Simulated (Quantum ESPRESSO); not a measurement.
# ZrSi3 (Pm-3m): zone-centre phonons, part 2 of 3

Which modes does ZrSi3 (Pm-3m) have at the zone centre?

Quantum ESPRESSO 7.5; DFT PBE, scalar-relativistic, plane waves, SPMS norm-conserving pseudopotentials.

So far. Step 2 (A probe with smearing): No gap opens on this mesh, so smearing is kept; the start stands at -4.4 GPa. Step 4 (Self-consistent run for the response): The cell stands at 0 GPa, close enough for phonons. The relaxed cell has a = 3.993 Å (conventional setting).

The structure was built from a prototype and need not be the compound's stable phase.

### 5. Zone-centre response

At q = 0 one unit cell holds all displacements; symmetry groups them into irreducible representations that are solved one by one. With smeared occupations no response to a homogeneous field can be asked.

Input file ph.in:

```
phonons
 &inputph
    prefix='x',
    outdir='./tmp',
    fildyn='g.dyn',
    tr2_ph=1.0d-18,
    alpha_mix(1)=0.4,
    nmix_ph=8,
 /
0.000000000000 0.000000000000 0.000000000000
```

Started as:

```
OMP_NUM_THREADS=1 mpirun -n 4 ph.x -nk 4 -in ph.in > ph.out
```

Log:

```text
[banners, grids, parts of the stress and lines that vanish by symmetry left out]
[banner, memory and clock lines left out]
Program PHONON v.7.5

     ./tmp/x.save/

     IMPORTANT: XC functional enforced from input :
     Exchange-correlation= PBE
                           (   1   4   3   4   0   0   0)
     Any further DFT definition will be discarded
     Please, verify this is what you really want

     G-vector sticks info

     Reading collected, re-writing distributed wavefunctions in ./tmp/

     Number and degeneracy of irreps per q-point
       N         xq(1)         xq(2)         xq(3)   N irreps
       1   0.000000000   0.000000000   0.000000000       4
        3   3   3   3

     Calculation of q =    0.0000000   0.0000000   0.0000000

     phonons

     bravais-lattice index     =            1
     lattice parameter (alat)  =       7.5453  a.u.
     unit-cell volume          =     429.5600 (a.u.)^3
     number of atoms/cell      =            4
     number of atomic types    =            2
     kinetic-energy cut-off    =      60.0000  Ry
     charge density cut-off    =     240.0000  Ry
     convergence threshold     =      1.0E-18
     beta                      =       0.4000
     number of iterations used =            8
     Exchange-correlation= PBE
                           (   1   4   3   4   0   0   0)

     celldm(1)=    7.54527  celldm(2)=    0.00000  celldm(3)=    0.00000
     celldm(4)=    0.00000  celldm(5)=    0.00000  celldm(6)=    0.00000

     crystal axes: (cart. coord. in units of alat)
               a(1) = (  1.0000  0.0000  0.0000 )
               a(2) = (  0.0000  1.0000  0.0000 )
               a(3) = (  0.0000  0.0000  1.0000 )

     reciprocal axes: (cart. coord. in units 2 pi/alat)
               b(1) = (  1.0000  0.0000  0.0000 )
               b(2) = (  0.0000  1.0000  0.0000 )
               b(3) = (  0.0000  0.0000  1.0000 )

     Atoms inside the unit cell:

     Cartesian axes

     site n.  atom      mass           positions (alat units)
        1  Zr     91.2240   tau(    1) = (    0.00000    0.00000    0.00000  )
        2  Si     28.0850   tau(    2) = (    0.00000    0.50000    0.50000  )
        3  Si     28.0850   tau(    3) = (    0.50000    0.00000    0.50000  )
        4  Si     28.0850   tau(    4) = (    0.50000    0.50000    0.00000  )

     Computing dynamical matrix for
                    q = (   0.0000000   0.0000000   0.0000000 )

     49 Sym.Ops. (with q -> -q+G )

     G cutoff =  346.0993  (  27081 G-vectors)     FFT grid: ( 40, 40, 40)

     number of k points=    56  Marzari-Vanderbilt smearing, width (Ry)=  0.0200
                       cart. coord. in units 2pi/alat
        k(    1) = (   0.0000000   0.0000000   0.0000000), wk =   0.0020000
        k(    2) = (   0.0000000   0.0000000   0.1000000), wk =   0.0120000
        k(    3) = (   0.0000000   0.0000000   0.2000000), wk =   0.0120000
        [... further k-points left out ...]

     PseudoPot. # 1 for Zr read from file:
     ./pseudo/Zr.upf
     Pseudo is Norm-conserving + core correction, Zval = 12.0
     Using radial grid of 1612 points,  6 beta functions with:
                l(1) =   0
                l(2) =   0
                l(3) =   1
                l(4) =   1
                l(5) =   2
                l(6) =   2

     PseudoPot. # 2 for Si read from file:
     ./pseudo/Si.upf
     Pseudo is Norm-conserving + core correction, Zval =  4.0
     Using radial grid of 1524 points,  6 beta functions with:
                l(1) =   0
                l(2) =   0
                l(3) =   1
                l(4) =   1
                l(5) =   2
                l(6) =   2

     Mode symmetry, O_h (m-3m)  point group:

     Atomic displacements:
     There are    4 irreducible representations

     Representation     1      3 modes -  To be done

     Representation     2      3 modes -  To be done

     Representation     3      3 modes -  To be done

     Representation     4      3 modes -  To be done

     Alpha used in Ewald sum =   2.3000

     Representation #   1 modes #   1   2   3

     Self-consistent Calculation
      iter #   1   av.it.:   6.4
      thresh= 1.000E-02 alpha_mix =  0.400 |ddv_scf|^2 =  1.895E-07
      iter #   2   av.it.:  13.5
      thresh= 4.353E-05 alpha_mix =  0.400 |ddv_scf|^2 =  1.520E-09
      iter #   3   av.it.:  13.8
      thresh= 3.899E-06 alpha_mix =  0.400 |ddv_scf|^2 =  1.616E-10
      iter #   4   av.it.:  14.4
      thresh= 1.271E-06 alpha_mix =  0.400 |ddv_scf|^2 =  4.724E-12
      iter #   5   av.it.:  14.5
      thresh= 2.173E-07 alpha_mix =  0.400 |ddv_scf|^2 =  8.073E-14
      iter #   6   av.it.:  14.7
      thresh= 2.841E-08 alpha_mix =  0.400 |ddv_scf|^2 =  9.441E-15
      iter #   7   av.it.:  14.9
      thresh= 9.716E-09 alpha_mix =  0.400 |ddv_scf|^2 =  2.246E-16
      iter #   8   av.it.:  14.8
      thresh= 1.499E-09 alpha_mix =  0.400 |ddv_scf|^2 =  3.905E-18
      iter #   9   av.it.:  14.4
      thresh= 1.976E-10 alpha_mix =  0.400 |ddv_scf|^2 =  1.302E-19

     End of self-consistent calculation

     Convergence has been achieved

     Representation #   2 modes #   4   5   6

     Self-consistent Calculation
      iter #   1   av.it.:   5.2
      thresh= 1.000E-02 alpha_mix =  0.400 |ddv_scf|^2 =  3.650E-08
      iter #   2   av.it.:  13.2
      thresh= 1.911E-05 alpha_mix =  0.400 |ddv_scf|^2 =  7.268E-10
      iter #   3   av.it.:  13.4
      thresh= 2.696E-06 alpha_mix =  0.400 |ddv_scf|^2 =  1.549E-10
      iter #   4   av.it.:  13.6
      thresh= 1.245E-06 alpha_mix =  0.400 |ddv_scf|^2 =  1.118E-11
      iter #   5   av.it.:  14.0
      thresh= 3.344E-07 alpha_mix =  0.400 |ddv_scf|^2 =  5.523E-14
[...]
End of self-consistent calculation

     Convergence has been achieved

     Representation #   3 modes #   7   8   9

     Self-consistent Calculation
[...]
End of self-consistent calculation

     Convergence has been achieved

     Representation #   4 modes #  10  11  12

     Self-consistent Calculation
[...]
iter #   2   av.it.:  13.5
      thresh= 7.527E-06 alpha_mix =  0.400 |ddv_scf|^2 =  8.922E-10
      iter #   3   av.it.:  14.2
      thresh= 2.987E-06 alpha_mix =  0.400 |ddv_scf|^2 =  4.538E-11
      iter #   4   av.it.:  14.1
      thresh= 6.736E-07 alpha_mix =  0.400 |ddv_scf|^2 =  3.222E-13
      iter #   5   av.it.:  14.6
      thresh= 5.676E-08 alpha_mix =  0.400 |ddv_scf|^2 =  2.031E-14
      iter #   6   av.it.:  14.4
      thresh= 1.425E-08 alpha_mix =  0.400 |ddv_scf|^2 =  1.079E-16
      iter #   7   av.it.:  14.7
      thresh= 1.039E-09 alpha_mix =  0.400 |ddv_scf|^2 =  9.929E-18
      iter #   8   av.it.:  14.2
      thresh= 3.151E-10 alpha_mix =  0.400 |ddv_scf|^2 =  4.025E-20

     End of self-consistent calculation

     Convergence has been achieved

     Number of q in the star =    1
     List of q in the star:
          1   0.000000000   0.000000000   0.000000000

     Diagonalizing the dynamical matrix

     q = (    0.000000000   0.000000000   0.000000000 )

 **************************************************************************
     freq (    1) =      -3.337737 [THz] =    -111.334938 [cm-1]
     freq (    2) =      -3.337737 [THz] =    -111.334938 [cm-1]
     freq (    3) =      -3.337737 [THz] =    -111.334938 [cm-1]
     freq (    4) =       0.022096 [THz] =       0.737032 [cm-1]
     freq (    5) =       0.022096 [THz] =       0.737032 [cm-1]
     freq (    6) =       0.022096 [THz] =       0.737032 [cm-1]
     freq (    7) =       7.560986 [THz] =     252.207341 [cm-1]
     freq (    8) =       7.560986 [THz] =     252.207341 [cm-1]
     freq (    9) =       7.560986 [THz] =     252.207341 [cm-1]
     freq (   10) =       7.900549 [THz] =     263.533950 [cm-1]
     freq (   11) =       7.900549 [THz] =     263.533950 [cm-1]
     freq (   12) =       7.900549 [THz] =     263.533950 [cm-1]
 **************************************************************************

     Mode symmetry, O_h (m-3m)  point group:

     freq (   1-   3) =       -111.3  [cm-1]   --> T_1u G_15  G_4- I
     freq (   4-   6) =          0.7  [cm-1]   --> T_1u G_15  G_4- I
     freq (   7-   9) =        252.2  [cm-1]   --> T_2u G_25  G_5-
     freq (  10-  12) =        263.5  [cm-1]   --> T_1u G_15  G_4- I
```

It took 7.3 min on 4 MPI ranks of Arm Neoverse V1, shared host; 29 min of CPU time.

Read from the output:

```
largest acoustic frequency at the zone centre before the sum rule : 0.74 cm⁻¹
highest optical zone-centre mode (no LO-TO term)                  : 263.5 cm⁻¹
lowest optical zone-centre mode                                   : -111.3 cm⁻¹
```

The acoustic modes at Γ come out as far as 0.7 cm⁻¹ from zero, where they should vanish, a small numerical error. The lowest optical mode is imaginary, 111i cm⁻¹, an instability at this level and on this k mesh.

### 6. Modes with the sum rule

A rigid shift of the crystal must cost nothing, but grids and finite bases break this; the acoustic sum rule is imposed before the matrix is diagonalised again.

Input file dynmat.in:

```
 &input
    fildyn='g.dyn',
    asr='simple',
    fileig='dynmat.eig',
 /
```

Started as:

```
dynmat.x -in dynmat.in > dynmat.out
```

Log:

```text
[banner, memory and clock lines left out]
Program DYNMAT v.7.5

     Reading Dynamical Matrix from file g.dyn
     ...Force constants read
     ...epsilon and Z* not read (not found on file)
     A direction for q was not specified:TO-LO splitting will be absent

     Polarizability (A^3 units)
     multiply by 1.000000 for Clausius-Mossotti correction
         0.000000    0.000000    0.000000
         0.000000    0.000000    0.000000
         0.000000    0.000000    0.000000

     IR activities are in (D/A)^2/amu units

# mode   [cm-1]    [THz]      IR
    1   -111.33   -3.3377    0.0000
    2   -111.33   -3.3377    0.0000
    3   -111.33   -3.3377    0.0000
    4     -0.00   -0.0000    0.0000
    5     -0.00   -0.0000    0.0000
    6      0.00    0.0000    0.0000
    7    252.21    7.5609    0.0000
    8    252.21    7.5609    0.0000
    9    252.21    7.5609    0.0000
   10    263.53    7.9005    0.0000
   11    263.53    7.9005    0.0000
   12    263.53    7.9005    0.0000

[end of the log left out, with the tail of the file of modes that dynmat.x writes under the same name]
```

Run time: 0.45 s. Hardware: 1 thread.

Unit eigenvectors of the mass-weighted matrix after the sum rule; no LO-TO term. Modes at Γ, with each element's share of the kinetic energy (negative means imaginary):

```tsv
mode	frequency (cm⁻¹)	Zr %	Si %
1	-111.3	18	82
2	-111.3	18	82
3	-111.3	18	82
4	0.0	52	48
5	0.0	52	48
6	0.0	52	48
7	252.2	0	100
8	252.2	0	100
9	252.2	0	100
10	263.5	30	70
11	263.5	30	70
12	263.5	30	70
```

Displacements in mode 1 (-111.3 cm⁻¹), the largest set to 1:
```
Zr1 -0.26 -0.07  0.00
Si2  1.00 -0.02  0.00
Si3 -0.08  0.25  0.00
Si4 -0.08 -0.02  0.00
```

Displacements in mode 7 (252.2 cm⁻¹), the largest set to 1:
```
Zr1  0.00  0.00  0.00
Si2  0.00  0.05 -0.87
Si3  1.00  0.00  0.87
Si4 -1.00 -0.05  0.00
```

The rule moves no optical mode by more than 0.1 cm⁻¹.

### 7. A frozen mode

The atoms are moved along one mode, by 0.015 Å at most in any Cartesian component, and the restoring forces give its frequency without the response code: a check of the response kernel of this functional.

Input file frozen.in:

```
 &control
    calculation='scf',
    prefix='x',
    outdir='./tmp',
    pseudo_dir='./pseudo',
    tprnfor=.true.,
 /
 &system
    ibrav=1,
    celldm(1)=7.54526724,
    nat=4,
    ntyp=2,
    ecutwfc=60.0,
    occupations='smearing',
    smearing='mv',
    degauss=0.02,
 /
 &electrons
    conv_thr=1.0d-11,
    mixing_beta=0.7,
    electron_maxstep=100,
 /
ATOMIC_SPECIES
 Zr     91.2240  Zr.upf
 Si     28.0850  Si.upf
ATOMIC_POSITIONS crystal
 Zr     0.001238013  -0.001977911  -0.001098109
 Si     0.000681127   0.503756778   0.502085689
 Si     0.497648629  -0.001088112   0.502085689
 Si     0.497648629   0.503756778  -0.000604130
K_POINTS automatic
 10 10 10 0 0 0
```

Started as:

```
OMP_NUM_THREADS=1 mpirun -n 4 pw.x -nk 4 -in frozen.in > frozen.out
```

Log:

```text
[banner, memory and clock lines left out]
Program PWSCF v.7.5

     G-vector sticks info

     bravais-lattice index     =            1
     lattice parameter (alat)  =       7.5453  a.u.
     unit-cell volume          =     429.5600 (a.u.)^3
     number of atoms/cell      =            4
     number of atomic types    =            2
     number of electrons       =        24.00
     number of Kohn-Sham states=           16
     kinetic-energy cutoff     =      60.0000  Ry
     charge density cutoff     =     240.0000  Ry
     scf convergence threshold =      1.0E-11
     mixing beta               =       0.7000
     number of iterations used =            8  plain     mixing
     Exchange-correlation= PBE
                           (   1   4   3   4   0   0   0)

     celldm(1)=   7.545267  celldm(2)=   0.000000  celldm(3)=   0.000000
     celldm(4)=   0.000000  celldm(5)=   0.000000  celldm(6)=   0.000000

     crystal axes: (cart. coord. in units of alat)
               a(1) = (   1.000000   0.000000   0.000000 )
               a(2) = (   0.000000   1.000000   0.000000 )
               a(3) = (   0.000000   0.000000   1.000000 )

     reciprocal axes: (cart. coord. in units 2 pi/alat)
               b(1) = (  1.000000  0.000000  0.000000 )
               b(2) = (  0.000000  1.000000  0.000000 )
               b(3) = (  0.000000  0.000000  1.000000 )

     PseudoPot. # 1 for Zr read from file:
     ./pseudo/Zr.upf
     Pseudo is Norm-conserving + core correction, Zval = 12.0
     Using radial grid of 1612 points,  6 beta functions with:
                l(1) =   0
                l(2) =   0
                l(3) =   1
                l(4) =   1
                l(5) =   2
                l(6) =   2

     PseudoPot. # 2 for Si read from file:
     ./pseudo/Si.upf
     Pseudo is Norm-conserving + core correction, Zval =  4.0
     Using radial grid of 1524 points,  6 beta functions with:
                l(1) =   0
                l(2) =   0
                l(3) =   1
                l(4) =   1
                l(5) =   2
                l(6) =   2

     atomic species   valence    mass     pseudopotential
     Zr               12.00    91.22400     Zr( 1.00)
     Si                4.00    28.08500     Si( 1.00)

     No symmetry found

   Cartesian axes

     site n.     atom                  positions (alat units)
         1        Zr     tau(   1) = (   0.0012380  -0.0019779  -0.0010981  )
         2        Si     tau(   2) = (   0.0006811   0.5037568   0.5020857  )
         3        Si     tau(   3) = (   0.4976486  -0.0010881   0.5020857  )
         4        Si     tau(   4) = (   0.4976486   0.5037568  -0.0006041  )

     number of k points=   504  Marzari-Vanderbilt smearing, width (Ry)=  0.0200

     Number of k-points >= 100: set verbosity='high' to print them.

     Dense  grid:    27081 G-vectors     FFT dimensions: (  40,  40,  40)

     Initial potential from superposition of free atoms

     starting charge      23.9958, renormalised to      24.0000
     Starting wfcs are   22 randomized atomic wfcs

     per-process dynamical memory:   126.6 Mb

     Self-consistent Calculation

     iteration #  1     ecut=    60.00 Ry     beta= 0.70
     Davidson diagonalization with overlap
     ethr =  1.00E-02,  avg # of iterations =  2.9

     Threshold (ethr) on eigenvalues was too large:
     Diagonalizing with lowered threshold

     Davidson diagonalization with overlap
     ethr =  1.36E-04,  avg # of iterations =  5.6

     total energy              =    -127.30446797 Ry
     estimated scf accuracy    <       0.03689375 Ry

     iteration #  2     ecut=    60.00 Ry     beta= 0.70
     Davidson diagonalization with overlap
     ethr =  1.54E-04,  avg # of iterations =  2.1

     total energy              =    -127.30897271 Ry
     estimated scf accuracy    <       0.00162844 Ry

     iteration #  3     ecut=    60.00 Ry     beta= 0.70
     Davidson diagonalization with overlap
     ethr =  6.79E-06,  avg # of iterations =  5.7

     total energy              =    -127.30922883 Ry
     estimated scf accuracy    <       0.00020574 Ry

     iteration #  4     ecut=    60.00 Ry     beta= 0.70
     Davidson diagonalization with overlap
     ethr =  8.57E-07,  avg # of iterations =  4.2

     total energy              =    -127.30927090 Ry
     estimated scf accuracy    <       0.00012484 Ry

     iteration #  5     ecut=    60.00 Ry     beta= 0.70
     Davidson diagonalization with overlap
     ethr =  5.20E-07,  avg # of iterations =  2.5

     total energy              =    -127.30929912 Ry
     estimated scf accuracy    <       0.00001276 Ry

     iteration #  6     ecut=    60.00 Ry     beta= 0.70
     Davidson diagonalization with overlap
     ethr =  5.32E-08,  avg # of iterations =  2.1

     total energy              =    -127.30930174 Ry
     estimated scf accuracy    <       0.00000040 Ry

     iteration #  7     ecut=    60.00 Ry     beta= 0.70
     Davidson diagonalization with overlap
     ethr =  1.66E-09,  avg # of iterations =  4.4

     total energy              =    -127.30930191 Ry
     estimated scf accuracy    <       0.00000005 Ry

     iteration #  8     ecut=    60.00 Ry     beta= 0.70
     Davidson diagonalization with overlap
     ethr =  2.06E-10,  avg # of iterations =  3.0

     total energy              =    -127.30930192 Ry
     estimated scf accuracy    <          5.0E-10 Ry

     iteration #  9     ecut=    60.00 Ry     beta= 0.70
     Davidson diagonalization with overlap
     ethr =  2.10E-12,  avg # of iterations =  5.3

     total energy              =    -127.30930192 Ry
     estimated scf accuracy    <          2.1E-10 Ry

     iteration # 10     ecut=    60.00 Ry     beta= 0.70
     Davidson diagonalization with overlap
     ethr =  8.56E-13,  avg # of iterations =  2.1

     End of self-consistent calculation

     Number of k-points >= 100: set verbosity='high' to print the bands.

     the Fermi energy is    12.8164 ev

!    total energy              =    -127.30930192 Ry
     estimated scf accuracy    <          9.1E-12 Ry
     smearing contrib. (-TS)   =       0.00023222 Ry
     internal energy E=F+TS    =    -127.30953414 Ry

     The total energy is F=E-TS. E is the sum of the following terms:
     one-electron contribution =     -15.70366155 Ry
     hartree contribution      =      19.83333883 Ry
     xc contribution           =     -29.60146072 Ry
     ewald contribution        =    -101.83775069 Ry

     convergence has been achieved in  10 iterations

     Forces acting on atoms (cartesian axes, Ry/au):

     atom    1 type  1   force =    -0.00449123    0.00717459    0.00398383
     atom    2 type  2   force =    -0.00076378   -0.00419626   -0.00233227
     atom    3 type  2   force =     0.00262551    0.00121869   -0.00232916
     atom    4 type  2   force =     0.00262950   -0.00419702    0.00067759

     Total force =     0.012245     Total SCF correction =     0.000010

     XML data file, charge density, pseudopotentials, collected wavefunctions
```

Run time: 2 min. Hardware: 4 MPI ranks; 8.1 min of CPU time.

Numbers from this step:

```
frequency from the forces      : 263.9 cm⁻¹
frequency from linear response : 263.5 cm⁻¹
```

The forces give 263.9 cm⁻¹ against 263.5 cm⁻¹ from linear response after the sum rule.

(Continued in part 3 of 3.)

[Host names and launcher messages were left out of these logs when they were recorded.]

[Logs are printed without paths, hosts, clocks, repeated set-up lines and the standing remarks that a program may print on its own settings, such as how far it seeks lower states.]

[Hosts, paths, dates, database ids (printed as entryN), source tags and the programs' standing remarks are cut or masked in the printed files.]
